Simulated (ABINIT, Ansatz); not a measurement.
# How the form of the self-energy moves the gap of AlH3 (R-3c)

Wanted: the gap of AlH3 (R-3c) under several approximations, with cost.

Method: LDA and many-body steps on it, plane waves, in ABINIT 10.8.3.

## 1. The starting structure

The structure is trigonal, space group R-3c (No. 167). Conventional cell: a = 4.449 Å, b = 4.449 Å, c = 11.804 Å, α = 90.00°, β = 90.00°, γ = 120.00°. Nearest to Al lie 6 H at 1.72 Å. Nearest to H lie 2 Al at 1.72 Å. Farther neighbours are not listed.

The cell and positions come from the Crystallography Open Database and are kept as given unless a step says otherwise.

## 2. Empty states on the mesh, 4×4×4 mesh, 167 bands

This step: ABINIT 10.8.3; DFT, LDA, plane waves, norm-conserving pseudopotentials.

The sums over transitions need many empty states on a uniform mesh; this step solves for them.

Input file run.abi:

```
acell 3*1.0 Angstrom
rprim 
  2.224650000012 1.284402276382 3.934566666693
  -2.224650000012 1.284402276382 3.934566666693
  -0.000000000000 -2.568804552697 3.934566666715
ntypat 2
znucl 13 1
natom 8
typat 1 1 2 2 2 2 2 2
xred 
  0.000000000000 0.000000000000 -0.000000000000
  0.500000000000 0.500000000000 0.500000000000
  0.878000000000 0.622000000000 0.250000000000
  0.250000000000 0.878000000000 0.622000000000
  0.622000000000 0.250000000000 0.878000000000
  0.122000000000 0.378000000000 0.750000000000
  0.750000000000 0.122000000000 0.378000000000
  0.378000000000 0.750000000000 0.122000000000
pp_dirpath "pseudos"
pseudos "Al.upf, H.upf"
ecut 31
ngkpt 4 4 4
nshiftk 1
shiftk 0 0 0
kptopt 1
chksymbreak 0
irdden 1
istwfk *1
nband 167
prtvol 0
optdriver 6
gwr_task "HDIAGO"
paral_kgb 0
occopt 1
indata_prefix "in"
outdata_prefix "out"
tmpdata_prefix "tmp"
```

On the command line:

```
$ OMP_NUM_THREADS=1 mpirun -n 4 abinit run.abi > log
```

Output:

```text
.Version 10.8.3 of ABINIT. v10.8.2 released Aug 2026.

 Symmetries : space group R-3 c (#167); Bravais hR (rhombohedral)
[... echo of the input left out ...]
== DATASET  1 ==================================================================
-   mpi_nproc: 4, omp_nthreads: 1 (-1 if OMP is not activated)

--- !DatasetInfo
iteration_state: {dtset: 1, }
dimensions: {natom: 8, nkpt: 13, mband: 167, nsppol: 1, nspinor: 1, nspden: 1, mpw: 3775, }
cutoff_energies: {ecut:  31.0, pawecutdg:  -1.0, }
[...]
Indirect band gap semiconductor
 Fundamental gap:     1.946 (eV)
   VBM:     0.827 (eV) at k: [ 2.5000E-01,  2.5000E-01,  0.0000E+00]
   CBM:     2.774 (eV) at k: [ 0.0000E+00,  0.0000E+00,  0.0000E+00]
 Direct gap:         1.995 (eV) at k: [ 0.0000E+00,  0.0000E+00,  0.0000E+00]

== END DATASET(S) ==============================================================
================================================================================

 -outvars: echo values of variables after computation  --------
           etotal      0.0000000000E+00
            nband         167
             nkpt          13
          spgroup         167
 [... the other variables as echoed above ...]

 Calculation completed.
```

The job ended after 3.3 min (4 MPI ranks of Intel Xeon Platinum 8259CL at 2.50GHz (Skylake/Cascade Lake), shared host; peak memory 3.3 GiB).

This step gave:

- gap: 1.946 eV
- k of the valence top: 0.25, 0.25, 0
- k of the conduction bottom: 0, 0, 0
- least direct gap: 1.995 eV
- k points computed: 13
- lowest point of the top converged band, above the valence top: 91.4412 eV

On this mesh the gap is 1.946 eV.

The density comes from a self-consistent run that is not shown.

## 3. Screening, 4×4×4 mesh, 68 bands, screening to 114.3 eV

The RPA dielectric matrix is built and inverted for each q.

This step: RPA screening on LDA, plane waves, norm-conserving pseudopotentials.

run.abi, as its differences from that of step 2:

```diff
@@ -26,10 +26,11 @@
 chksymbreak 0
-irdden 1
 istwfk *1
-nband 167
-prtvol 0
-optdriver 6
-gwr_task "HDIAGO"
-paral_kgb 0
 occopt 1
+irdwfk 1
+optdriver 3
+nband 68
+ecuteps 4.2
+inclvkb 2
+awtr 1
+symchi 1
 indata_prefix "in"
```

Output:

```text
.Version 10.8.3 of ABINIT. v10.8.2 released Aug 2026.

 Symmetries : space group R-3 c (#167); Bravais hR (rhombohedral)
[... echo of the input left out ...]
== DATASET  1 ==================================================================
-   mpi_nproc: 4, omp_nthreads: 1 (-1 if OMP is not activated)

--- !DatasetInfo
iteration_state: {dtset: 1, }
dimensions: {natom: 8, nkpt: 13, mband: 68, nsppol: 1, nspinor: 1, nspden: 1, mpw: 3775, }
cutoff_energies: {ecut:  31.0, pawecutdg:  -1.0, }
electrons: {nelect:   1.20000000E+01, charge:   0.00000000E+00, occopt:   1.00000000E+00, tsmear:   1.00000000E-02, }

 SCREENING: Calculation of the susceptibility and dielectric matrices

 Based on a program developped by R.W. Godby, V. Olevano, G. Onida, and L. Reining.
 Incorporated in ABINIT by V. Olevano, G.-M. Rignanese, and M. Torrent.
.Using double precision arithmetic ; gwpc =  8

[... cell and pseudopotentials left out ...]
--------------------------------------------------------------------------------

 ==== K-mesh for the wavefunctions ====
 Number of points in the irreducible wedge :    13
[... list of points left out ...]
 Together with 12 symmetry operations and time-reversal symmetry
 yields    64 points in the full Brillouin Zone.

 ==== Q-mesh for the screening function ====
 Number of points in the irreducible wedge :    13
[... list of points left out ...]
 Together with 12 symmetry operations and time-reversal symmetry
 yields    64 points in the full Brillouin Zone.

 setmesh: FFT mesh size selected  =    32x   32x   32
          total number of points  =        32768

 vcoul_init : cutoff-mode = AUXILIARY_FUNCTION
 q-points for optical limit:   1
     1)      0.000010    0.000020    0.000030

- screening: taking advantage of time-reversal symmetry
- Maximum band index for partially occupied states nbvw = 6
- Remaining bands to be divided among processors   nbcw = 62
- Number of bands treated by each node ~15

 Number of electrons calculated from density =   12.0000; Expected =   12.0000
 average of density, n =  0.026362
 r_s =    2.0844
 omega_plasma =   15.6618 [eV]

 calculating chi0 at frequencies [eV] :
  1    0.000000E+00    0.000000E+00
  2    0.000000E+00    1.566183E+01

--------------------------------------------------------------------------------
  q-point number  1        q = ( 0.000000, 0.000000, 0.000000) [r.l.u.]
--------------------------------------------------------------------------------
[... chi0 elements left out ...]
 For q-point:  0.000010 0.000020 0.000030
  dielectric constant =   4.6163
  dielectric constant without local fields =   5.1466

  Average fulfillment of the sum rule on Im[epsilon] for q-point    1 :     78.76  [%]
[... wings left out ...]
  q-point number  2        q = ( 0.250000, 0.000000, 0.000000) [r.l.u.]
--------------------------------------------------------------------------------
[... chi0 elements left out ...]
  Average fulfillment of the sum rule on Im[epsilon] for q-point    2 :     89.01  [%]

 [... 11 further q-points ...]
```

It took 40 s on 4 MPI ranks; peak memory 1.1 GiB.

This step gave:

```yaml
eps_infinity_with_local_fields_on_this_mesh_along_the_program_s_q_direction: 4.616
the_same_without_local_fields: 5.147
plasma_frequency: 15.66 eV
plane_waves_in_the_screening_matrix: 175
```

Local fields lower ε∞ by 10 %.

## 4. G0W0, Godby-Needs plasmon pole

The self-energy is evaluated for the states that the input lists, and the levels follow from it, in one-shot runs by the linearised quasiparticle equation.

This step: G0W0 on LDA, plane waves, norm-conserving pseudopotentials.

run.abi, as its differences from that of step 3:

```diff
@@ -29,8 +29,17 @@
 irdwfk 1
-optdriver 3
+optdriver 4
 nband 68
+gwcalctyp 0
+ecutsigx 31
+symsigma 1
+nkptgw 2
+kptgw 
+  0.2500000000 0.2500000000 0.0000000000
+  0.0000000000 0.0000000000 0.0000000000
+bdgw 
+  5 8
+  5 8
 ecuteps 4.2
-inclvkb 2
-awtr 1
-symchi 1
+irdscr 1
+ppmodel 1
 indata_prefix "in"
```

Output:

```text
.Version 10.8.3 of ABINIT. v10.8.2 released Aug 2026.

 Symmetries : space group R-3 c (#167); Bravais hR (rhombohedral)
[... echo of the input left out ...]
== DATASET  1 ==================================================================
-   mpi_nproc: 4, omp_nthreads: 1 (-1 if OMP is not activated)

--- !DatasetInfo
iteration_state: {dtset: 1, }
dimensions: {natom: 8, nkpt: 13, mband: 68, nsppol: 1, nspinor: 1, nspden: 1, mpw: 3775, }
cutoff_energies: {ecut:  31.0, pawecutdg:  -1.0, }
electrons: {nelect:   1.20000000E+01, charge:   0.00000000E+00, occopt:   1.00000000E+00, tsmear:   1.00000000E-02, }

 SIGMA: Calculation of the GW corrections

 Based on a program developped by R.W. Godby, V. Olevano, G. Onida, and L. Reining.
 Incorporated in ABINIT by V. Olevano, G.-M. Rignanese, and M. Torrent.
.Using double precision arithmetic ; gwpc =  8

[... cell and pseudopotentials left out ...]
--------------------------------------------------------------------------------

 ==== K-mesh for the wavefunctions ====
 Number of points in the irreducible wedge :    13
[... list of points left out ...]
 Together with 12 symmetry operations and time-reversal symmetry
 yields    64 points in the full Brillouin Zone.

 ==== Q-mesh for screening function ====
 Number of points in the irreducible wedge :    13
[... list of points left out ...]
 Together with 12 symmetry operations and time-reversal symmetry
 yields    64 points in the full Brillouin Zone.

 vcoul_init : cutoff-mode = AUXILIARY_FUNCTION
 q-points for optical limit:   1
     1)      0.000010    0.000020    0.000030
 setmesh: FFT mesh size selected  =    48x   48x   48
          total number of points  =       110592

 Number of electrons calculated from density =   12.0000; Expected =   12.0000
 average of density, n =  0.026362
 r_s =    2.0844
 omega_plasma =   15.6618 [eV]

 === KS Band Gaps ===
  >>>> For spin  1
   Minimum direct gap =   1.9949 [eV], located at k-point      :   0.0000  0.0000  0.0000
   Fundamental gap    =   1.9463 [eV], Top of valence bands at :   0.2500  0.2500  0.0000
                                       Bottom of conduction at :   0.0000  0.0000  0.0000
 SIGMA fundamental parameters:
 PLASMON POLE MODEL  1
 number of plane-waves for SigmaX                 3775
 number of plane-waves for SigmaC and W            175
 number of plane-waves for wavefunctions          3775
 number of bands                                    68
 number of independent spin polarizations            1
 number of spinorial components                      1
 number of k-points in IBZ                          13
 number of q-points in IBZ                          13
 number of symmetry operations                      12
 number of k-points in BZ                           64
 number of q-points in BZ                           64
 number of frequencies for dSigma/dE                 9
 frequency step for dSigma/dE [eV]                0.25
 number of omega for Sigma on real axis              0
 max omega for Sigma on real axis  [eV]           0.00
 zcut for avoiding poles [eV]                     0.10

 EPSILON^-1 parameters (SCR file):
 dimension of the eps^-1 matrix on file            175
 dimension of the eps^-1 matrix used               175
 number of plane-waves for wavefunctions          3775
 number of bands                                    68
 number of q-points in IBZ                          13
 number of frequencies                               2
 number of real frequencies                          1
 number of imag frequencies                          1

 matrix elements of self-energy operator (all in [eV])

 Perturbative Calculation

--- !SelfEnergy_ee
iteration_state: {dtset: 1, }
kpoint     : [   0.250,    0.250,    0.000, ]
spin       : 1
KS_gap     :    4.134
QP_gap     :    5.855
Delta_QP_KS:    1.721
data: !SigmaeeData |
     Band     E0 <VxcDFT>   SigX SigC(E0)      Z dSigC/dE  Sig(E)    E-E0       E
        5  -1.121 -10.955 -14.879   2.559   0.767  -0.305 -12.002  -1.047  -2.167
        6   0.827 -11.517 -14.806   2.082   0.781  -0.281 -12.460  -0.943  -0.115
        7   4.962 -10.117  -5.795  -3.343   0.795  -0.258  -9.339   0.778   5.739
        8   6.316  -8.484  -3.854  -3.626   0.812  -0.232  -7.669   0.815   7.132

--- !SelfEnergy_ee
iteration_state: {dtset: 1, }
kpoint     : [   0.000,    0.000,    0.000, ]
spin       : 1
KS_gap     :    1.995
QP_gap     :    3.786
Delta_QP_KS:    1.791
data: !SigmaeeData |
     Band     E0 <VxcDFT>   SigX SigC(E0)      Z dSigC/dE  Sig(E)    E-E0       E
        5   0.779 -11.714 -15.141   2.173   0.779  -0.283 -12.692  -0.978  -0.199
        6   0.779 -11.714 -15.141   2.173   0.779  -0.283 -12.692  -0.978  -0.199
        7   2.774  -9.614  -5.518  -3.082   0.802  -0.247  -8.801   0.813   3.587
        8   6.452  -8.209  -3.402  -3.731   0.814  -0.229  -7.333   0.876   7.328

== END DATASET(S) ==============================================================
================================================================================

 -outvars: echo values of variables after computation  --------
           etotal      0.0000000000E+00
            nband          68
             nkpt          13
          spgroup         167
 [... the other variables as echoed above ...]

 Calculation completed.
```

The job ended after 12 s (4 MPI ranks; peak memory 0.95 GiB; 48 s of CPU time).

This step gave:

* G0W0 gap on the points computed: 3.702 eV
* starting gap on the mesh: 1.946 eV
* k of the valence top: 0.25, 0.25, 0
* k of the conduction bottom: 0, 0, 0
* Z at the valence top: 0.781
* Z at the conduction bottom: 0.802
* least direct G0W0 gap on the computed points: 3.786 eV

The gap on the mesh goes from 1.95 eV to 3.70 eV, a correction of +1.76 eV.

## 5. G0W0, Engel-Farid plasmon pole

run.abi, as its differences from that of step 4:

```diff
@@ -43,3 +43,3 @@
 irdscr 1
-ppmodel 1
+ppmodel 4
 indata_prefix "in"
```

Output:

```text
.Version 10.8.3 of ABINIT. v10.8.2 released Aug 2026.

 Symmetries : space group R-3 c (#167); Bravais hR (rhombohedral)
[... echo of the input left out ...]
== DATASET  1 ==================================================================
-   mpi_nproc: 4, omp_nthreads: 1 (-1 if OMP is not activated)

--- !DatasetInfo
iteration_state: {dtset: 1, }
dimensions: {natom: 8, nkpt: 13, mband: 68, nsppol: 1, nspinor: 1, nspden: 1, mpw: 3775, }
cutoff_energies: {ecut:  31.0, pawecutdg:  -1.0, }
electrons: {nelect:   1.20000000E+01, charge:   0.00000000E+00, occopt:   1.00000000E+00, tsmear:   1.00000000E-02, }

 SIGMA: Calculation of the GW corrections

 Based on a program developped by R.W. Godby, V. Olevano, G. Onida, and L. Reining.
 Incorporated in ABINIT by V. Olevano, G.-M. Rignanese, and M. Torrent.
.Using double precision arithmetic ; gwpc =  8

[... cell and pseudopotentials left out ...]
--------------------------------------------------------------------------------

 ==== K-mesh for the wavefunctions ====
 Number of points in the irreducible wedge :    13
[... list of points left out ...]
 Together with 12 symmetry operations and time-reversal symmetry
 yields    64 points in the full Brillouin Zone.

 ==== Q-mesh for screening function ====
 Number of points in the irreducible wedge :    13
[... list of points left out ...]
 Together with 12 symmetry operations and time-reversal symmetry
 yields    64 points in the full Brillouin Zone.

 vcoul_init : cutoff-mode = AUXILIARY_FUNCTION
 q-points for optical limit:   1
     1)      0.000010    0.000020    0.000030
 setmesh: FFT mesh size selected  =    48x   48x   48
          total number of points  =       110592

 Number of electrons calculated from density =   12.0000; Expected =   12.0000
[...]
number of omega for Sigma on real axis              0
 max omega for Sigma on real axis  [eV]           0.00
 zcut for avoiding poles [eV]                     0.10

 EPSILON^-1 parameters (SCR file):
 dimension of the eps^-1 matrix on file            175
 dimension of the eps^-1 matrix used               175
 number of plane-waves for wavefunctions          3775
 number of bands                                    68
 number of q-points in IBZ                          13
 number of frequencies                               2
 number of real frequencies                          1
 number of imag frequencies                          1

 matrix elements of self-energy operator (all in [eV])

 Perturbative Calculation

--- !SelfEnergy_ee
iteration_state: {dtset: 1, }
kpoint     : [   0.250,    0.250,    0.000, ]
spin       : 1
KS_gap     :    4.134
QP_gap     :    5.884
Delta_QP_KS:    1.749
data: !SigmaeeData |
     Band     E0 <VxcDFT>   SigX SigC(E0)      Z dSigC/dE  Sig(E)    E-E0       E
        5  -1.121 -10.955 -14.879   2.372   0.780  -0.282 -12.166  -1.211  -2.331
        6   0.827 -11.517 -14.806   1.938   0.793  -0.261 -12.589  -1.072  -0.244
        7   4.962 -10.117  -5.795  -3.480   0.805  -0.242  -9.439   0.678   5.639
[...]
--- !SelfEnergy_ee
iteration_state: {dtset: 1, }
kpoint     : [   0.000,    0.000,    0.000, ]
spin       : 1
KS_gap     :    1.995
QP_gap     :    3.782
Delta_QP_KS:    1.787
data: !SigmaeeData |
     Band     E0 <VxcDFT>   SigX SigC(E0)      Z dSigC/dE  Sig(E)    E-E0       E
[...]
7   2.774  -9.614  -5.518  -3.259   0.812  -0.232  -8.935   0.679   3.453
        8   6.452  -8.209  -3.402  -3.850   0.823  -0.214  -7.421   0.788   7.240

== END DATASET(S) ==============================================================
================================================================================

 -outvars: echo values of variables after computation  --------
           etotal      0.0000000000E+00
            nband          68
             nkpt          13
          spgroup         167
 [... the other variables as echoed above ...]

 Calculation completed.
```

Run time: 8.3 s. Hardware: 4 MPI ranks; peak memory 0.78 GiB.

Numbers from this step:

- G0W0 gap on the points computed: 3.697 eV
- starting gap on the mesh: 1.946 eV
- k of the valence top: 0.25, 0.25, 0
- k of the conduction bottom: 0, 0, 0
- Z at the valence top: 0.793
- Z at the conduction bottom: 0.812
- least direct G0W0 gap on the computed points: 3.782 eV

Against G0W0 in ABINIT (4×4×4 mesh, 68 bands, screening to 114.3 eV, Godby-Needs plasmon pole), the gap moves by −0.005 eV.

## 6. G0W0, von der Linden-Horsch plasmon pole

run.abi, as its differences from that of step 5:

```diff
@@ -43,3 +43,3 @@
 irdscr 1
-ppmodel 4
+ppmodel 3
 indata_prefix "in"
```

Output:

```text
.Version 10.8.3 of ABINIT. v10.8.2 released Aug 2026.

 Symmetries : space group R-3 c (#167); Bravais hR (rhombohedral)
[... echo of the input left out ...]
== DATASET  1 ==================================================================
-   mpi_nproc: 4, omp_nthreads: 1 (-1 if OMP is not activated)

--- !DatasetInfo
iteration_state: {dtset: 1, }
dimensions: {natom: 8, nkpt: 13, mband: 68, nsppol: 1, nspinor: 1, nspden: 1, mpw: 3775, }
cutoff_energies: {ecut:  31.0, pawecutdg:  -1.0, }
[...]
Band     E0 <VxcDFT>   SigX SigC(E0)      Z dSigC/dE  Sig(E)    E-E0       E
[...]
7   2.774  -9.614  -5.518  -3.337   0.824  -0.213  -8.989   0.625   3.399
        8   6.452  -8.209  -3.402  -3.945   0.838  -0.193  -7.487   0.722   7.174

== END DATASET(S) ==============================================================
================================================================================

 -outvars: echo values of variables after computation  --------
           etotal      0.0000000000E+00
            nband          68
             nkpt          13
          spgroup         167
 [... the other variables as echoed above ...]

 Calculation completed.
```

Run time: 8.6 s. Hardware: 4 MPI ranks; peak memory 0.76 GiB.

This step gave:

```yaml
g0w0_gap_on_the_points_computed: 3.699 eV
starting_gap_on_the_mesh: 1.946 eV
k_of_the_valence_top: 0.25, 0.25, 0
k_of_the_conduction_bottom: 0, 0, 0
least_direct_g0w0_gap_on_the_computed_points: 3.781 eV
```

Against G0W0 in ABINIT (4×4×4 mesh, 68 bands, screening to 114.3 eV, Godby-Needs plasmon pole), the gap moves by −0.003 eV.

(Part 1 of 2 ends here.)

[Paths, hosts, dates, memory and timing lines, banners, echoed tables and standing remarks are left out of the program output.]

[Logs are printed without paths, hosts, clocks, repeated set-up lines and the standing remarks that a program may print on its own settings, such as how far it seeks lower states.]

[Runs of the session that timed out or met a known fault of the program may be left out.]

[Hosts, paths, dates, database ids (printed as entryN), source tags and the programs' standing remarks are cut or masked in the printed files.]

[G0W0 gaps are taken among the corrected bands and points alone; a level outside them can change the order at an edge.]

[Where Ansatz stands beside ABINIT at settings called matched, ABINIT's density can come from a denser mesh and the files from another edition; pairs whose starting gaps differed by over 0.03 eV were left out, so agreement reads better than it is.]
